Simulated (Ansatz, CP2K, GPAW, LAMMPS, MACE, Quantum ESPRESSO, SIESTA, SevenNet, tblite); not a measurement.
# Running amorphous Hg33S25Se8 (66 atoms) with CP2K

How do the settings of CP2K change the result for amorphous Hg33S25Se8 (66 atoms)? A plane-wave run serves as the yardstick.

Program: CP2K 2026.2. Level of theory: the method is named at each step. Results are calculated unless marked as measured.

## (1) Starting point

The cell holds 66 atoms: 33 Hg, 25 S and 8 Se. Its edges and angles: a = 12.034 Å, b = 12.034 Å, c = 12.034 Å, α = 90.0°, β = 90.0°, γ = 90.0°. 66 atoms (33 Hg, 25 S, 8 Se) placed at random at 7.67 g/cm³, melted at 2500 K for 10 ps at fixed volume with the Stillinger-Weber II-VI potential (Zhou et al., Phys. Rev. B 88, 085309 (2013)). Quenched from 2500 K to 500 K at 30 K/ps and fixed volume, held 5 ps, then minimised at fixed cell.

The yardstick, on the same geometry:

| Quantity | Value |
| --- | --- |
| method | Kohn-Sham DFT, PBE, PAW, plane waves (Ansatz 0.2.0); cutoff 420 eV, Γ point, fermi-dirac smearing of 0.05 eV; PAW set soft_2 |
| r.m.s. force component | 0.3971 eV/Å |
| longest force | 1.344 eV/Å |
| pressure | 0.004286 GPa |
| SCF cycles | 10 |
| time | 31 s on 4 threads of Arm Neoverse V2, shared host |
| CPU time | 2 min |

## (2) PBE, DZVP-MOLOPT-SR, 600/50 Ry, diagonalisation

Method: Kohn-Sham DFT, PBE, GTH-PBE pseudopotentials, Gaussian and plane waves, DZVP-MOLOPT-SR-GTH, diagonalisation.

Contents of input.inp:

```
&GLOBAL
  PROJECT cell
  RUN_TYPE ENERGY_FORCE
  PRINT_LEVEL LOW
&END GLOBAL
&FORCE_EVAL
  METHOD QS
  STRESS_TENSOR ANALYTICAL
  &DFT
    BASIS_SET_FILE_NAME BASIS_MOLOPT
    POTENTIAL_FILE_NAME GTH_POTENTIALS
    &MGRID
      CUTOFF 600
      REL_CUTOFF 50
      NGRIDS 5
    &END MGRID
    &QS
      EPS_DEFAULT 1.0E-12
    &END QS
    &SCF
      SCF_GUESS ATOMIC
      EPS_SCF 1.0E-06
      MAX_SCF 200
      ADDED_MOS 14
      &DIAGONALIZATION
        ALGORITHM STANDARD
      &END DIAGONALIZATION
      &SMEAR ON
        METHOD FERMI_DIRAC
        ELECTRONIC_TEMPERATURE [K] 580
      &END SMEAR
      &MIXING
        METHOD BROYDEN_MIXING
        ALPHA 0.3
        NBROYDEN 8
      &END MIXING
      &PRINT
        &RESTART OFF
        &END RESTART
      &END PRINT
    &END SCF
    &XC
      &XC_FUNCTIONAL PBE
      &END XC_FUNCTIONAL
    &END XC
    &PRINT
      &MULLIKEN ON
      &END MULLIKEN
      &HIRSHFELD ON
        SHAPE_FUNCTION DENSITY
      &END HIRSHFELD
      &MO ON
        EIGENVALUES T
        OCCUPATION_NUMBERS T
        MO_INDEX_RANGE 286 309
        &EACH
          QS_SCF 0
        &END EACH
        ADD_LAST NUMERIC
      &END MO
    &END PRINT
  &END DFT
  &SUBSYS
    &CELL
      A 12.03400 0.00000 0.00000
      B 0.00000 12.03400 0.00000
      C 0.00000 0.00000 12.03400
    &END CELL
    &TOPOLOGY
      COORD_FILE_NAME structure.xyz
      COORD_FILE_FORMAT XYZ
    &END TOPOLOGY
    &KIND Hg
      BASIS_SET DZVP-MOLOPT-SR-GTH-q12
      POTENTIAL GTH-PBE-q12
    &END KIND
    &KIND S
      BASIS_SET DZVP-MOLOPT-SR-GTH-q6
      POTENTIAL GTH-PBE-q6
    &END KIND
    &KIND Se
      BASIS_SET DZVP-MOLOPT-SR-GTH-q6
      POTENTIAL GTH-PBE-q6
    &END KIND
  &END SUBSYS
  &PRINT
    &FORCES ON
    &END FORCES
    &STRESS_TENSOR ON
    &END STRESS_TENSOR
  &END PRINT
&END FORCE_EVAL
```

Contents of structure.xyz:

```xyz
66

Hg 3.71321 4.87353 4.20239
Hg 4.37580 5.17269 0.91073
Hg 7.04867 10.79618 2.63196
Hg 1.94722 10.26524 4.92696
Hg 6.93688 7.33496 7.22726
Hg 9.51456 1.15611 6.63783
Hg 8.77435 9.93166 5.61458
Hg 9.45656 5.20723 8.46399
Hg 1.33818 7.31727 10.55261
Hg 2.82270 10.53890 1.59932
Hg 10.79089 9.52010 8.55052
Hg 6.03637 0.08171 5.72830
Hg 7.55675 4.41491 11.24325
Hg 0.39712 4.29144 4.71083
Hg 6.38849 3.86496 6.23831
Hg 1.36887 3.30129 0.05319
Hg 10.08738 0.10181 11.65409
Hg 10.50845 6.98273 4.63177
Hg 1.33938 0.38509 10.82434
Hg 0.58509 3.45484 8.08841
Hg 3.81779 5.66525 8.73680
Hg 11.13338 9.93286 2.90802
Hg 8.68434 8.53235 0.32408
Hg 3.40334 1.31977 3.99300
Hg 10.75442 4.90012 1.55804
Hg 7.56614 6.37321 3.19262
Hg 4.17496 1.43120 8.94283
Hg 6.88116 11.63579 9.49976
Hg 10.74311 1.78212 3.47518
Hg 5.18726 8.41502 0.30723
Hg 5.15332 1.82267 0.25981
Hg 7.45879 2.82197 3.06410
Hg 1.95071 7.09621 6.13626
S 1.12000 1.75492 5.25970
S 5.02143 9.69411 10.11975
S 7.66927 11.05768 0.04007
S 5.82048 6.20894 5.02781
S 0.97114 10.32577 7.44267
S 0.50206 4.84922 10.25802
S 8.13089 0.61903 4.23850
S 2.53785 4.54536 6.71365
S 3.69973 11.84254 11.59344
S 2.88094 8.29829 8.63548
S 9.87065 5.78715 11.22736
S 8.74029 8.77459 3.10092
S 6.83038 6.42459 0.74166
S 4.88111 3.03642 2.62510
S 4.26088 8.67856 5.76248
S 10.41615 3.56832 6.62580
S 7.84063 2.15854 0.55693
S 6.53446 10.04165 7.25169
S 11.14372 11.43759 5.11662
S 1.67658 1.03841 8.25436
S 4.44981 2.14699 6.40245
S 4.53658 10.92110 3.67518
S 11.07970 8.56051 10.89606
[... 6 atom lines left out ...]
Se 0.88486 7.97349 3.67398
Se 3.81538 3.65797 10.65611
Se 6.51990 4.99279 8.71021
Se 0.06306 10.38089 0.40615
```

Started as:

```sh
$ OMP_NUM_THREADS=1 mpirun -np 4 cp2k.psmp -i input.inp > output.txt
```

Numbers of over 12 decimals in the logs are rounded to 6 here.

The log of the run:

```text
CP2K| version string:                                       CP2K version 2026.2
 CP2K| Input file name                                                 input.inp
 GLOBAL| Basis set file name                                        BASIS_MOLOPT
 GLOBAL| Potential file name                                      GTH_POTENTIALS
 GLOBAL| Run type                                                   ENERGY_FORCE
 GLOBAL| Total number of message passing processes                             4
 GLOBAL| Number of threads for this process                                    1
 TOTAL NUMBERS AND MAXIMUM NUMBERS
  Total number of            - Atomic kinds:                                   3
                             - Atoms:                                         66
                             - Shell sets:                                    66
                             - Shells:                                       396
                             - Primitive Cartesian functions:                330
                             - Cartesian basis functions:                   1452
                             - Spherical basis functions:                   1254
  Maximum angular momentum of- Orbital basis functions:                        3
                             - Local part of the GTH pseudopotential:          0
                             - Non-local part of the GTH pseudopotential:      4
 SCF PARAMETERS         Density guess:                                    ATOMIC
                        max_scf:                                             200
                        eps_scf:                                        1.00E-06
                        added MOs                                        14    0
                        Mixing method:                            BROYDEN_MIXING
                                                charge density mixing in g-space
                        Smear method:                                FERMI_DIRAC
                        Electronic temperature [K]:                        580.0
                        Electronic temperature [a.u.]:                  1.84E-03
                        Accuracy threshold:                             1.00E-10
 Extrapolation method: initial_guess
 Number of electrons:                                                        594
 Number of occupied orbitals:                                                297
 Number of molecular orbitals:                                               311
 Number of orbital functions:                                               1254
 Number of independent orbital functions:                                   1254
 SCF WAVEFUNCTION OPTIMIZATION
  Step     Update method      Time    Convergence         Total energy    Change
     1 NoMix/Diag. 0.30E+00    2.8     1.20713208     -1690.3978276784 -1.69E+03
 *** the last MO => Add more MOs for proper smearing.                   ***
     2 Broy./Diag. 0.30E+00    3.6     0.73186190     -1691.8322503588 -1.43E+00
 *** the last MO => Add more MOs for proper smearing.                   ***
     3 Broy./Diag. 0.30E+00    3.6     0.64634297     -1691.1808693041  6.51E-01
 *** the last MO => Add more MOs for proper smearing.                   ***
     4 Broy./Diag. 0.30E+00    3.6     0.27867333     -1689.4427728847  1.74E+00
[...]
*** the last MO => Add more MOs for proper smearing.                   ***
    23 Broy./Diag. 0.30E+00    3.7     0.00000147     -1687.3261462893  1.72E-05
 *** the last MO => Add more MOs for proper smearing.                   ***
    24 Broy./Diag. 0.30E+00    3.7     0.00000089     -1687.3261382506  8.04E-06
  *** SCF run converged in    24 steps ***
  Electronic density on regular grids:       -594.0000000000        0.0000000000
  Core density on regular grids:              593.9999999991       -0.0000000009
  Total charge density on r-space grids:       -0.0000000009
  Total charge density g-space grids:          -0.0000000009
  Overlap energy of the core charge distribution:               7.48851e-09
  Self energy of the core charge distribution:              -3115.569166
  Core Hamiltonian energy:                                    893.729167
  Hartree energy:                                             802.681833
  Exchange-correlation energy:                               -268.160515
  Electronic entropic energy:                                  -0.00745812
  Fermi energy:                                                 0.162487
  Total energy:                                             -1687.326138
  Total energy (extrapolated to T->0):                      -1687.322409
 MO| EIGENVALUES AND OCCUPATION NUMBERS
 MO|
 MO|  Index      Eigenvalue [a.u.]        Eigenvalue [eV]             Occupation
 MO|    286               0.128667               3.501220               2.000000
 MO|    287               0.131389               3.575280               2.000000
 MO|    288               0.133066               3.620907               2.000000
[...]
MO|    308               0.193590               5.267846               0.000000
 MO|    309               0.197069               5.362507               0.000000
 MO| Sum:                                                             594.000000
 MO| E(Fermi):            0.162487 a.u.          4.421486 eV
 !-----------------------------------------------------------------------------!
                     Mulliken Population Analysis
 #  Atom  Element  Kind  Atomic population                           Net charge
       1     Hg       1         11.885764                              0.114236
       2     Hg       1         11.924501                              0.075499
       3     Hg       1         11.916080                              0.083920
[...]
65     Se       3          6.060396                             -0.060396
      66     Se       3          6.035012                             -0.035012
 # Total charge                            594.000000                 -0.000000
 !-----------------------------------------------------------------------------!
 !-----------------------------------------------------------------------------!
                           Hirshfeld Charges
  #Atom  Element  Kind  Ref Charge     Population                    Net charge
      1       Hg     1      12.000         11.773                         0.227
      2       Hg     1      12.000         11.822                         0.178
      3       Hg     1      12.000         11.784                         0.216
[...]
65       Se     3       6.000          6.200                        -0.200
     66       Se     3       6.000          6.105                        -0.105
  Total Charge                                                            0.000
 !-----------------------------------------------------------------------------!
 ENERGY| Total FORCE_EVAL ( QS ) energy [hartree]          -1687.326137
 FORCES| Atomic forces [hartree/bohr]
 FORCES|   Atom     x               y               z               |f|
 FORCES|      1 -3.60875249E-03  4.42550895E-04  6.35593794E-04   3.69092472E-03
 FORCES|      2 -1.36653938E-03  6.45943641E-03 -5.02202926E-03   8.29533161E-03
 FORCES|      3 -9.29128176E-03  4.76374060E-03 -8.19779223E-03   1.32749741E-02
[...]
FORCES|     65  1.12875440E-02  7.07859192E-03  3.83843412E-03   1.38653774E-02
 FORCES|     66 -4.12493270E-03 -2.47072327E-04 -5.80959890E-03   7.12934456E-03
 FORCES| Sum     1.80622196E-05 -2.76458474E-05 -2.58035309E-06
 FORCES| Total atomic force                                       3.31239321E-05
 STRESS| Analytical stress tensor [bar]
 STRESS|                        x                   y                   z
 STRESS|      x        3.03090776898E+03   9.44026609351E+01   2.51454300718E+03
 STRESS|      y        9.44026609351E+01   6.15544458943E+03   2.39663785060E+03
 STRESS|      z        2.51454300718E+03   2.39663785060E+03   4.53128792236E+03
 STRESS| 1/3 Trace                                             4.57254676026E+03
```

It took 1.7 min on 4 MPI ranks of Arm Neoverse V2, shared host; peak memory 6.1 GiB; 6.8 min of CPU time.

Banners, paths, timers and routine set-up lines are dropped from the logs unmarked, and long logs keep their key lines alone; longer cuts are marked.

Against the reference:

- r.m.s. force component: 0.4002 eV/Å
- r.m.s. difference of force components: 31.09 meV/Å
- longest difference of force vectors: 136.1 meV/Å
- force difference over r.m.s. force: 7.828 %
- slope of forces against the reference's: 1.005
- correlation of force components: 0.997
- pressure: 0.4573 GPa
- pressure difference: 0.453 GPa

Length of the force difference by element (eV/Å):

```
element  atoms   mean   most
     Hg     33  0.057   0.14
      S     25  0.033  0.073
     Se      8  0.043  0.087
```

The surroundings of Se66, one of the 8 Se atoms, nearest first, numbered as they follow in the input and with coordinates relative to it.

```
atom      x      y      z  distance (Å)  bonds  Hirshfeld charge (e)     Fx     Fy  Fz (eV/Å)
Se66   0.00   0.00   0.00          0.00      4                 -0.10  -0.21  -0.01      -0.30
 S56  -1.02  -1.82  -1.54          2.59      3                 -0.15  -0.18   0.23       0.74
Hg22  -0.96  -0.45   2.50          2.72      4                  0.20   0.09   0.52       0.09
Hg17  -2.01   1.75  -0.79          2.78      4                  0.23  -0.15   0.27       0.33
Hg19   1.28   2.04  -1.62          2.90      3                  0.21  -0.16   0.37      -0.70
Hg10   2.76   0.16   1.19          3.01      4                  0.19   0.20  -0.30       0.09
Se60   2.49  -2.56   0.46          3.60      4                 -0.18   0.67  -0.06       0.32
 Hg9   1.28  -3.06  -1.89          3.82      4                  0.20   0.49  -0.04      -0.50
Hg23  -3.41  -1.85  -0.08          3.88      4                  0.22   0.11  -0.06      -0.65
```

Forces lie 7.8 % from the reference's, at 3.5 times its CPU time.

## (3) PBE, DZVP-MOLOPT-SR, 600/30 Ry, diagonalisation

Method: Kohn-Sham DFT, PBE, GTH-PBE pseudopotentials, Gaussian and plane waves, DZVP-MOLOPT-SR-GTH, diagonalisation.

Edit input.inp of step 2 so:

```diff
@@ -13,3 +13,3 @@
       CUTOFF 600
-      REL_CUTOFF 50
+      REL_CUTOFF 30
       NGRIDS 5
@@ -68,6 +68,30 @@
     &END CELL
-    &TOPOLOGY
-      COORD_FILE_NAME structure.xyz
-      COORD_FILE_FORMAT XYZ
-    &END TOPOLOGY
+    &COORD
+      SCALED
+      Hg 0.30856 0.40498 0.34921
+      Hg 0.36362 0.42984 0.07568
+      Hg 0.58573 0.89714 0.21871
+      Hg 0.16181 0.85302 0.40942
+      Hg 0.57644 0.60952 0.60057
+      Hg 0.79064 0.09607 0.55159
+      Hg 0.72913 0.82530 0.46656
+      Hg 0.78582 0.43271 0.70334
+      Hg 0.11120 0.60805 0.87690
+      Hg 0.23456 0.87576 0.13290
+      Hg 0.89670 0.79110 0.71053
+      Hg 0.50161 0.00679 0.47601
+      Hg 0.62795 0.36687 0.93429
+      Hg 0.03300 0.35661 0.39146
+      Hg 0.53087 0.32117 0.51839
+      Hg 0.11375 0.27433 0.00442
+      Hg 0.83824 0.00846 0.96843
+      Hg 0.87323 0.58025 0.38489
+      Hg 0.11130 0.03200 0.89948
+      Hg 0.04862 0.28709 0.67213
+[... 42 atom lines left out ...]
+      Se 0.07353 0.66258 0.30530
+      Se 0.31705 0.30397 0.88550
+      Se 0.54179 0.41489 0.72380
+      Se 0.00524 0.86263 0.03375
+    &END COORD
     &KIND Hg
```

The log of the run:

```text
CP2K| version string:                                       CP2K version 2026.2
 CP2K| Input file name                                                 input.inp
 GLOBAL| Basis set file name                                        BASIS_MOLOPT
 GLOBAL| Potential file name                                      GTH_POTENTIALS
[... lines left out ...]
 Number of electrons:                                                        594
[... lines left out ...]
  Step     Update method      Time    Convergence         Total energy    Change
[... lines left out ...]
  *** SCF run converged in    24 steps ***
[... lines left out ...]
  Fermi energy:                                                 0.162491
  Total energy:                                             -1687.326244
  Total energy (extrapolated to T->0):                      -1687.322515
[... lines left out ...]
 MO| E(Fermi):            0.162491 a.u.          4.421608 eV
[... lines left out ...]
 ENERGY| Total FORCE_EVAL ( QS ) energy [hartree]          -1687.326243
[... lines left out ...]
 FORCES|      1 -3.59517285E-03  3.83308277E-04  6.65777644E-04   3.67633689E-03
 FORCES|      2 -1.31738120E-03  6.52042004E-03 -4.99386326E-03   8.31805513E-03
 FORCES|      3 -9.41848955E-03  4.84577566E-03 -8.26149509E-03   1.34328623E-02
[...]
FORCES|     65  1.12391715E-02  7.11125912E-03  3.84718691E-03   1.38452096E-02
 FORCES|     66 -4.05790283E-03 -2.23053531E-04 -5.84942951E-03   7.12265076E-03
 FORCES| Sum     6.36949370E-04  5.93911039E-04 -3.60701572E-04
 FORCES| Total atomic force                                       9.42624234E-04
 STRESS| Analytical stress tensor [bar]
 STRESS|                        x                   y                   z
 STRESS|      x        3.19184347232E+03   9.25006203335E+01   2.51456470829E+03
 STRESS|      y        9.25006203335E+01   6.33433156769E+03   2.39339476690E+03
 STRESS|      z        2.51456470829E+03   2.39339476690E+03   4.70251513570E+03
 STRESS| 1/3 Trace                                             4.74289672523E+03
```

Elapsed: 82 s, on 4 MPI ranks; peak memory 6.1 GiB; 5.5 min of CPU time.

Compared with the plane-wave run:

- r.m.s. force component: 0.4004 eV/Å
- r.m.s. difference of force components: 31.57 meV/Å
- longest difference of force vectors: 138.7 meV/Å
- force difference over r.m.s. force: 7.95 %
- slope of forces against the reference's: 1.005
- correlation of force components: 0.9969
- pressure: 0.4743 GPa
- pressure difference: 0.47 GPa
- energy less the same-level run's: -0.0437 meV/atom
- r.m.s. force difference from the same-level run: 3.301 meV/Å

This is a coarse setting, run to see what it loses.

Against the first run (7.8 %), the force difference from the reference is 8.0 %, at 0.80 times the CPU time: the change moves forces by 3.3 meV/Å r.m.s., so most of the difference comes from elsewhere.

(Part 1 of 2 ends here.)

[Also dropped from logs without a mark: logging warnings of Python, and SIESTA's first energy breakdown and zero terms.]

[Logs are printed without paths, hosts, clocks, repeated set-up lines and the standing remarks that a program may print on its own settings, such as how far it seeks lower states.]

[Hosts, paths, dates, database ids (printed as entryN), source tags and the programs' standing remarks are cut or masked in the printed files.]
